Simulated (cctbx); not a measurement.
# Reading a Patterson map

Space group P6/mmm (no. 191), a = 5.2620 Å, b = 5.2620 Å, c = 7.3020 Å, α = 90.00°, β = 90.00°, γ = 120.00°, content Er2 Co8 Al2.

The data are simulated with cctbx, not measured: synchrotron X-rays, λ = 0.6889 Å, to d = 0.65 Å, 50 % of the full sphere, strongest reflection 20000 counts, noise from counting, a 3 % proportional error and a noise floor of 2 counts (s.d.); no absorption.

Patterson synthesis from sharpened amplitudes, origin scaled to 1000:

```text
Patterson group P 6/m m m
      u       v       w   height  length (A)
  0.000   0.000   0.000   1000.0     0.00
  0.000   0.000   0.500    737.3     3.65
  0.333   0.667   0.000    391.4     3.04
  0.333   0.667   0.500    354.0     4.75
  0.000   0.500   0.260    268.0     3.25
  0.000   0.500   0.000    131.2     2.63
  0.165   0.329   0.267     89.7     2.46
  0.000   0.500   0.432     88.3     4.11
  0.333   0.667   0.243     33.7     3.52
  0.000   0.000   0.132     33.3     0.97
  0.082   0.164   0.081     32.0     0.95
  0.089   0.178   0.428     30.4     3.23
  0.000   0.250   0.121     29.8     1.58
  0.168   0.336   0.066     27.6     1.61
```

**Question.** Which atom pairs make the peaks, and where is the heaviest atom?

A peak at u stands for all pairs with xi − xj = u, with weight Σ ZiZj against Σ Z² = 15418 at the origin. Peak heights follow these weights only roughly, since form factors, motion and series ripples differ, all vectors within 0.55 Å of a peak are counted as merged into it though the farther ones add only part of their weight, and F(000) is left out, which lowers the whole map:

| u | v | w | shortest length (Å) | height | 1000 ΣZiZj/ΣZ² | pairs in the cell |
| --- | --- | --- | --- | --- | --- | --- |
| 0.000 | 0.000 | 0.500 | 3.65 | 737 | 975 | 2 × Er–Er, 6 × Co–Co, 4 × Co–Al |
| 0.333 | 0.667 | 0.000 | 3.03 | 391 | 411 | 2 × Er–Co, 2 × Er–Al, 1 × Co–Co, 1 × Al–Al |
| 0.333 | 0.667 | 0.500 | 4.75 | 354 | 398 | 2 × Er–Co, 2 × Er–Al, 2 × Co–Al |
| 0.000 | 0.500 | 0.260 | 3.24 | 268 | 476 | 4 × Er–Co |
| 0.000 | 0.500 | 0.000 | 2.63 | 131 | 189 | 4 × Co–Co |
| 0.165 | 0.329 | 0.267 | 2.46 | 90 | 140 | 2 × Co–Co, 2 × Co–Al |
| 0.000 | 0.500 | 0.432 | 4.11 | 88 | 95 | 2 × Co–Co |

The table stops at ten peaks or at a height of 45, below which ripples compete. In the model behind the data Er, the heaviest element, has 2 independent sites: (0, 0, 1/2) and (0, 0, 0), up to an allowed shift of origin; the Er–Er vectors are differences of these positions and their symmetry mates. The whole model:

```
atom  mult.    x    y       z  Ueq (Å²)
 Er1      1    0    0     1/2    0.0140
 Er2      1    0    0       0    0.0068
 Co1      6    0  1/2  0.2831    0.0109
 Co2      2  1/3  2/3       0    0.0080
 Al1      2  1/3  2/3     1/2    0.0131
```

The model was made for the exercise: a known structure type with other elements put in, its volume estimated, not relaxed; displacement parameters are assumed.

[Logs are printed without paths, hosts, clocks, repeated set-up lines and the standing remarks that a program may print on its own settings, such as how far it seeks lower states.]
